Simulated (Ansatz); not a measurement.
## CaO (Fm-3m):Ca_i (8-fold void), thermodynamic levels from a 54-atom cell

Wanted: the transition levels of a self-interstitial in CaO (Fm-3m), from a cell of 54 host atoms with 1 Ca put in.

Main program and level: Ansatz 0.2.0; place-levels on r2SCAN runs: charge-transition levels and formation energies with image-charge correction and potential alignment at the atomic sites; PAW set soft_1.

### Step 1. The starting structure

The cell holds 55 atoms: 28 Ca and 27 O. Cell: a = 10.173 Å, b = 10.173 Å, c = 10.173 Å, α = 60.0°, β = 60.0°, γ = 60.0°. It derives from CaO (space group Fm-3m). Nearest the centre at fractional (0.083, 0.750, 0.750): Ca55 at 0.00 Å, O54 at 2.08 Å, Ca17 at 2.08 Å, Ca5 at 2.08 Å, O16 at 2.08 Å, O12 at 2.08 Å, Ca13 at 2.08 Å, Ca35 at 2.08 Å.

Structure file:

```xyz
55
Lattice="0.0000 7.1931 7.1931 7.1931 0.0000 7.1931 7.1931 7.1931 0.0000" Properties=species:S:1:pos:R:3 pbc="T T T"
Ca    0.0000    0.0000    0.0000
O     2.3977    2.3977    2.3977
Ca    2.3977    2.3977    0.0000
O     4.7954    4.7954    2.3977
Ca    4.7954    4.7954    0.0000
O     7.1931    7.1931    2.3977
Ca    2.3977    0.0000    2.3977
O     4.7954    2.3977    4.7954
Ca    4.7954    2.3977    2.3977
O     7.1931    4.7954    4.7954
Ca    7.1931    4.7954    2.3977
O     9.5908    7.1931    4.7954
Ca    4.7954    0.0000    4.7954
O     7.1931    2.3977    7.1931
Ca    7.1931    2.3977    4.7954
O     9.5908    4.7954    7.1931
Ca    9.5908    4.7954    4.7954
O    11.9885    7.1931    7.1931
Ca    0.0000    2.3977    2.3977
O     2.3977    4.7954    4.7954
Ca    2.3977    4.7954    2.3977
O     4.7954    7.1931    4.7954
Ca    4.7954    7.1931    2.3977
O     7.1931    9.5908    4.7954
Ca    2.3977    2.3977    4.7954
O     4.7954    4.7954    7.1931
Ca    4.7954    4.7954    4.7954
O     7.1931    7.1931    7.1931
Ca    7.1931    7.1931    4.7954
O     9.5908    9.5908    7.1931
Ca    4.7954    2.3977    7.1931
O     7.1931    4.7954    9.5908
Ca    7.1931    4.7954    7.1931
O     9.5908    7.1931    9.5908
Ca    9.5908    7.1931    7.1931
O    11.9885    9.5908    9.5908
Ca    0.0000    4.7954    4.7954
O     2.3977    7.1931    7.1931
Ca    2.3977    7.1931    4.7954
O     4.7954    9.5908    7.1931
Ca    4.7954    9.5908    4.7954
O     7.1931   11.9885    7.1931
Ca    2.3977    4.7954    7.1931
O     4.7954    7.1931    9.5908
Ca    4.7954    7.1931    7.1931
O     7.1931    9.5908    9.5908
Ca    7.1931    9.5908    7.1931
O     9.5908   11.9885    9.5908
Ca    4.7954    4.7954    9.5908
O     7.1931    7.1931   11.9885
Ca    7.1931    7.1931    9.5908
O     9.5908    9.5908   11.9885
Ca    9.5908    9.5908    9.5908
O    11.9885   11.9885   11.9885
Ca   10.7896    5.9942    5.9942
```

Screening for the image-charge correction: ε∞ = 3.85, ε0 = 16.67, computed on the host (DFPT, PBEsol, on the r2SCAN cell), and a cell off the functional's own equilibrium shifts the ionic part.

The cell's shortest repeat is 10.2 Å.

### Step 2. What was run first

Levels follow from differences of total energies between charge states, each relaxed by itself.

Random displacements of about 0.05 Å break the site symmetry at the start, so that the relaxation can reach a distorted minimum if there is one. Forces are taken at one point at (¼, ¼, ¼). The cell holds 1 electron more than the neutral one, with a uniform background that keeps it neutral on the whole. The electron count is odd, so at least one spin is unpaired; this run locks the moment at 1 μB.

The sampling was tested on the host first: at the k-points planned (1x1x1 shifted 0.25 0.25 0.25) its energy lies 0.005 eV an atom from the dense-mesh value, under the bound of 0.02 eV set for this test; that bounds the host's error, not the defect's.

One of the inputs; charge, spin and start change from state to state.

Contents of qm1_M1.relax/input.yaml:

```yaml
crystal:
  lattice:
    - [0.0, 2.39769239, 2.39769239]
    - [2.39769239, 0.0, 2.39769239]
    - [2.39769239, 2.39769239, 0.0]
  atoms:
    - { symbol: Ca, position: [0.0, 0.0, 0.0] }
    - { symbol: O, position: [0.5, 0.5, 0.5] }
  supercell: [3, 3, 3]
  defects: [{ interstitial: { symbol: Ca, position: [0.083333, 0.75, 0.75] } }]
total_charge: -1
basis:
  ecutwfc: 500
  xc_grid: 2
hamiltonian:
  xc: r2scan
  pseudopotentials: { kind: paw, azcp: { folder: soft_1 } }
kpoints:
  mp_grid: { grid: [1, 1, 1], shift: [0.25, 0.25, 0.25] }
magnetization:
  spin_polarized: true
  initial_magnetization: 1
  spin_locking: { lock_magnetization: hard }
scf:
  occupations: { method: fixed }
  max_iter: 80
output:
  forces: true
  charged_corrections: { epsilon: 3.85, static_epsilon: 16.67 }
relax:
  f_tol: 0.02
  max_steps: 80
  random_displacement: { amplitude: 0.05, seed: 222 }
checkpoint:
  write: "../qm1_M1.relax.run"
  compress: false
  write_wavefunctions: true
  write_every: 100000
```

Run with:

```sh
$ ansatz run input.yaml --threads 8 --pin off --max-ram 15073MiB --backend cpu --events-out ev --progress --plain --runs-dir out
```

Defect states can disperse in a cell of this size, so the energy is taken again at a 2×2×2 shifted mesh, on the relaxed structure.

The run of this state that the levels use, under r2SCAN:

Contents of qm1_M1.point/input.yaml:

```yaml
crystal:
  checkpoint: "../qm1_M1.relax.run"
  host: checkpoint
total_charge: -1
basis:
  ecutwfc: 500
  xc_grid: 2
hamiltonian:
  xc: r2scan
  pseudopotentials: { kind: paw, azcp: { folder: soft_1 } }
kpoints:
  mp_grid: { grid: [2, 2, 2], shift: [0.5, 0.5, 0.5] }
magnetization:
  spin_polarized: true
  initial_magnetization: 1
  spin_locking: { lock_magnetization: hard }
scf:
  occupations: { method: fermi_dirac, width: 0.01 }
  max_iter: 80
output:
  forces: true
  eigenvalues: true
  charged_corrections:
    epsilon: 3.85
    static_epsilon: 16.67
    defect_position: [0.083333, 0.75, 0.75]
  eigenstates: { localisation: true }
  populations: true
  efg: {}
checkpoint:
  read: "../qm1_M1.relax.run"
  write: "../qm1_M1.point.run"
  compress: false
  write_wavefunctions: false
  write_every: 100000
```

Relaxations under r2SCAN at one point at (¼, ¼, ¼); times on 8 threads of Arm Neoverse N1, shared host:

```
charge  moment (μB)  occupations    outcome  steps  largest displacement against the far atoms (Å)     time
    −1            1        fixed  converged      9                                            0.37  6.4 min
     0            0        fixed  converged     12                                            0.39  3.6 min
    +1            1        fixed  converged      9                                            0.41  6.6 min
    +2            0        fixed  converged      7                                            0.42  2.2 min
     0            2        fixed  converged      8                                            0.38  5.9 min
```

Single points under r2SCAN at a 2×2×2 shifted mesh; times on 8 threads of Arm Neoverse N1, shared host:

```
charge  moment (μB)  occupations    outcome     time
    −1            1  fermi-dirac  converged  4.3 min
     0            0  fermi-dirac  converged  1.9 min
    +1            1  fermi-dirac  converged  4.3 min
    +2            0  fermi-dirac  converged  1.7 min
     0            2  fermi-dirac  converged  5.1 min
```

Distances (Å) from Ca55 to the nearest atoms after relaxation with r2SCAN:

```
charge  moment (μB)      1.      2.      3.      4.       5.       6.
    −1            1  O 2.16  O 2.16  O 2.17  O 2.18  Ca 2.42  Ca 2.43
     0            0  O 2.14  O 2.14  O 2.16  O 2.16  Ca 2.44  Ca 2.44
     0            2  O 2.14  O 2.14  O 2.14  O 2.15  Ca 2.45  Ca 2.46
    +1            1  O 2.12  O 2.12  O 2.13  O 2.13  Ca 2.47  Ca 2.47
    +2            0  O 2.11  O 2.11  O 2.11  O 2.11  Ca 2.49  Ca 2.49
```

### Step 3. Placing the levels, r2SCAN

A charged cell interacts with its images and the background, and its potential has another zero than the host's. place-levels removes the first by a point-charge model, screened by the static dielectric constant since the ions have relaxed around the charge, and the second by comparing potentials at atoms far from the defect.

The host is a run of the defect-free crystal in the same cutoffs, grids and k-points, so that basis and sampling errors cancel in part in the differences. The host is run in a cell of 2 atoms on a matching mesh. Its band edges are searched through the zone by a band path, so the gap is smaller than, or equal to, that on the mesh. Chemical potentials are energies per atom of Ca (fcc), run with the same functional and cutoff.

Contents of levels.point.yaml:

```yaml
host:
  run: host.point.run
states: [qm1_M1.point.run, q0.point.run, qp1_M1.point.run, qp2.point.run, q0_M2.point.run]
geometry_from:
  qm1_M1.point.run: qm1_M1.relax.run
  q0.point.run: q0.relax.run
  qp1_M1.point.run: qp1_M1.relax.run
  qp2.point.run: qp2.relax.run
  q0_M2.point.run: q0_M2.relax.run
chemical_potentials:
  Ca:
    energy: -1821.671293
    dataset: <sha256 of the dataset>
epsilon: 3.85
static_epsilon: 16.67
vertical:
  - { from: qm1_M1.point.run, to: qm1_M1.point_neutral.run }
  - { from: qp1_M1.point.run, to: qp1_M1.point_neutral.run }
  - { from: qp2.point.run, to: qp2.point_neutral.run }
```

Run with:

```sh
$ ansatz place-levels levels.point.yaml -- --threads 8 --pin off --max-ram 15073MiB
```

Numbers of over 12 decimals in the logs are rounded to 6 here.

Log:

```text
[... repeated set-up lines and file paths are left out, and long positions are rounded to six places ...]
(+2/+1) 3.964 eV above the valence edge, 0.234 eV under the conduction edge
(+1/0) 4.154 eV above the valence edge, 0.044 eV under the conduction edge
(0/-1) 4.222 eV above the valence edge (+4.559 eV without the band-filling correction), in the conduction band
formation energy of charge +2: -0.053 eV with the Fermi level at the valence edge
formation energy of charge +1: +3.911 eV with the Fermi level at the valence edge
formation energy of charge 0: +8.065 eV with the Fermi level at the valence edge
formation energy of charge -1: +12.287 eV with the Fermi level at the valence edge
vertical -1 to 0: no energy, since no alignment is typed
  the change from vertical[0].from (qm1_M1.point.run) to vertical[0].to (qm1_M1.point_neutral.run): by its potential at epsilon 3.85 it stands at 0.048 0.712 0.711, with an rms radius of about 4.0 Å (2.4 2.3 2.3 Å across the planes of the cell's vectors); [...]
vertical +1 to 0: no energy, since no alignment is typed
  the change from vertical[1].from (qp1_M1.point.run) to vertical[1].to (qp1_M1.point_neutral.run): by its potential at epsilon 3.85 it stands at 0.012 0.684 0.684, with an rms radius of about 4.9 Å (2.9 2.8 2.8 Å across the planes of the cell's vectors); [...]
vertical +2 to 0: no energy, since no alignment is typed
  the change from vertical[2].from (qp2.point.run) to vertical[2].to (qp2.point_neutral.run): by its potential at epsilon 3.85 it stands at 0.997 0.663 0.663, with an rms radius of about 5.1 Å (3.0 3.0 3.0 Å across the planes of the cell's vectors); [...]
  edges by r2scan, gap 4.197 eV; the host is sampled to repeats of 20.35 Å
  the defect's cells are sampled to repeats of 20.35 Å, like sampling
  charge +2: -66477.1286 eV with its correction of +1.421 eV, at epsilon 16.67, aligned at sites: +0.4354 eV, mean over 22 atomic sites at or beyond 5.09 Å from the defect at [0.0833, 0.7500, 0.7500], with +0.000000 for the charge's moments and without [...]
  charge +1: -66465.7280 eV with its correction of +0.628 eV, at epsilon 16.67, aligned at sites: +0.4900 eV, mean over 22 atomic sites at or beyond 5.09 Å from the defect at [0.0833, 0.7500, 0.7500], with +0.000000 for the charge's moments and without [...]
  charge 0: +0.000 eV for its dipole among its images, +0.000 omitted
  charge -1: -66442.1413 eV with its correction of -0.419 eV, at epsilon 16.67, aligned at sites: +0.5569 eV, mean over 22 atomic sites at or beyond 5.09 Å from the defect at [0.0833, 0.7500, 0.7500], with +0.000000 for the charge's moments and without [...]
  states[0] (qm1_M1.point.run): levels filled in part (TS 0.001 eV): its energy is of no whole electron's
  charge 0: states[4] (q0_M2.point.run) stands 0.246 eV higher, with a moment of 2.00 μB against 0.00
  states[4] (q0_M2.point.run): levels filled in part (TS 0.005 eV): its energy is of no whole electron's
  of states[3] (qp2.point.run): how wide its charge is, is not read beside other atoms or cores, and a band state would take no correction. [...]
  of states[2] (qp1_M1.point.run): how wide its charge is, is not read beside other atoms or cores, and a band state would take no correction. [...]
  of states[1] (q0.point.run): its alignment with the host at atomic sites is doubtful: the mean over the far sites moves by -0.0838 eV from their farther parts to their nearer, more than 0.05 eV. [...]
  of states[0] (qm1_M1.point.run): it parts from the run at its places by a charge that spreads by about 2.4 Å along one vector (1.4 Å or more is wide), by its potential at epsilon 3.85, taken for that of held ions (one typed too small widens it), where the [...]
  of states[4] (q0_M2.point.run): its alignment with the host at atomic sites is doubtful: the mean over the far sites moves by -0.0652 eV from their farther parts to their nearer, more than 0.05 eV. [...]
  vertical[0].from (qm1_M1.point.run): levels filled in part (TS 0.001 eV): its energy is of no whole electron's
  of vertical[0].from (qm1_M1.point.run): its moments are held at its close (magnetization.spin_locking), by a field of 0.142 eV a Bohr magneton, and its energy and levels are of the state that this holds: a run that lets them go can end lower; [...]
  of vertical[1].from (qp1_M1.point.run): its moments are held at its close (magnetization.spin_locking), by a field of 0.019 eV a Bohr magneton, and its energy and levels are of the state that this holds: a run that lets them go can end lower; [...]
  vertical[1].to (qp1_M1.point_neutral.run): levels filled in part (TS 0.001 eV): its energy is of no whole electron's
  of vertical[2].from (qp2.point.run): its displacements don't fall off away from the defect: farther atoms stand 0.014 Å off the host's places. [...]
  vertical[2].to (qp2.point_neutral.run): levels filled in part (TS 0.007 eV): its energy is of no whole electron's
  of vertical[2].to (qp2.point_neutral.run): its displacements don't fall off away from the defect: farther atoms stand 0.014 Å off the host's places. [...]
```

Elapsed: 1 s, on 8 threads of Arm Neoverse N1, shared host.

Levels between the charges placed, in eV above the valence top:

```
        gap (eV)  (+2/+1)  (+1/0)  (0/−1)
r2SCAN      4.20     3.96    4.15    4.22
```

Corrections by state:

```
charge  moment (μB)  image terms and alignment (eV)  band filling (eV)  ε used  over the lowest of its charge, as the program ranks them, band filling apart (eV)
    +2          0.0                           1.421                  -   16.67                                                                              0.000
    +1          1.0                           0.628                  -   16.67                                                                              0.000
     0          0.0                           0.000                  -       -                                                                              0.000
    −1          1.0                          -0.419             -0.337   16.67                                                                              0.000
     0          2.0                           0.000                  -       -                                                                              0.246
```

The charged structures listed were also run neutral, and place-levels reads from each pair, by the potential or the spins, how wide the charge is by which they differ; that can be the carrier of either run.

```
charge  rms radius (Å)  spread where it is widest against the cell (Å)  wide from (Å)  reading
    +2             5.1                                            2.96           1.44     wide
    +1             4.9                                            2.87           1.44     wide
    −1             4.0                                            2.36           1.44     wide
```

The neutral runs of these pairs need not share the spin of the lowest neutral state, and very wide values only mean spread over the cell.

From the program's caveats on the states, each cut to its opening words:

- charge +2, +1 (1 μB): how wide its charge is, is not read beside other atoms or cores, and a band state would take no correction
- charge +2: its alignment with the host at atomic sites is doubtful: the mean over the far sites moves by -0.0533 eV from their farther parts to their nearer, more than [...]
- charge +2: its displacements don't fall off away from the defect: farther atoms stand 0.014 Å off the host's places
- charge +1 (1 μB): its alignment with the host at atomic sites is doubtful: the mean over the far sites moves by -0.0699 eV from their farther parts to their nearer, more than [...]
- charge +1 (1 μB): its moments are held at its close (magnetization.spin_locking), by a field of 0.019 eV a Bohr magneton, and its energy and levels are of the state that this [...]
- charge +1 (1 μB), −1 (1 μB), 0 (2 μB): flagged: stability check not made
- charge 0: its alignment with the host at atomic sites is doubtful: the mean over the far sites moves by -0.0838 eV from their farther parts to their nearer, more than [...]
- charge 0: its displacements don't fall off away from the defect: farther atoms stand 0.016 Å off the host's places
- charge −1 (1 μB): it parts from the run at its places by a charge that spreads by about 2.4 Å along one vector (1.4 Å or more is wide), by its potential at epsilon 3.85, taken [...]
- charge −1 (1 μB): a band-filling correction moves a carrier to the host's band edge, which changes its energy by -0.337 eV
- charge −1 (1 μB): its alignment with the host at atomic sites is doubtful: the mean over the far sites moves by -0.0852 eV from their farther parts to their nearer, more than [...]
- charge −1 (1 μB): the host's ions (past the first shell or, of a walk that freed a part, those that it held) aren't shown at rest: they stand up to 0.055 Å off their sites, 1.21 [...]
- charge −1 (1 μB): its moments are held at its close (magnetization.spin_locking), by a field of 0.142 eV a Bohr magneton, and its energy and levels are of the state that this [...]
- charge 0 (2 μB): its alignment with the host at atomic sites is doubtful: the mean over the far sites moves by -0.0652 eV from their farther parts to their nearer, more than [...]

The host's formation energy from the elements is -3.216 eV per atom; it sets how far the chemical potentials can move.

Limit set by the element alone; other compounds of these elements are not counted. Chemical potentials from the elements' reference states: Ca 0.00 eV, O -6.43 eV. Formation energy by charge state (Ca-rich; gap 4.20 eV):

```
charge  at valence top (eV)  at conduction bottom (eV)  correction included (eV)
    +2                -0.05                       8.34                      1.42
    +1                 3.91                       8.11                      0.63
     0                 8.06                       8.06                      0.00
    −1                12.29                       8.09                     -0.76
```

(Fermi level (eV), lowest formation energy (eV)): (0.00, -0.05), (0.38, 0.71), (0.76, 1.47), (1.14, 2.23), (1.53, 3.00), (1.91, 3.76), (2.29, 4.53), (2.67, 5.29), (3.05, 6.05), (3.43, 6.82), (3.82, 7.58), (4.20, 8.06)

(Continued in part 2 of 2.)

[Logs are printed without paths, hosts, clocks, repeated set-up lines and the standing remarks that a program may print on its own settings, such as how far it seeks lower states.]

[Hosts, paths, dates, database ids (printed as entryN), source tags and the programs' standing remarks are cut or masked in the printed files.]

[Where a table of states has a column of steps, it counts the stored structures, which are thinned; the runs took as many ionic steps or more.]

[A defect's name tells the site on which it was built; relaxed atoms can leave that site.]

[For some hosts the program warned that the k-mesh of the response run may be too coarse for force constants and the static dielectric constant; such warnings are not shown here.]
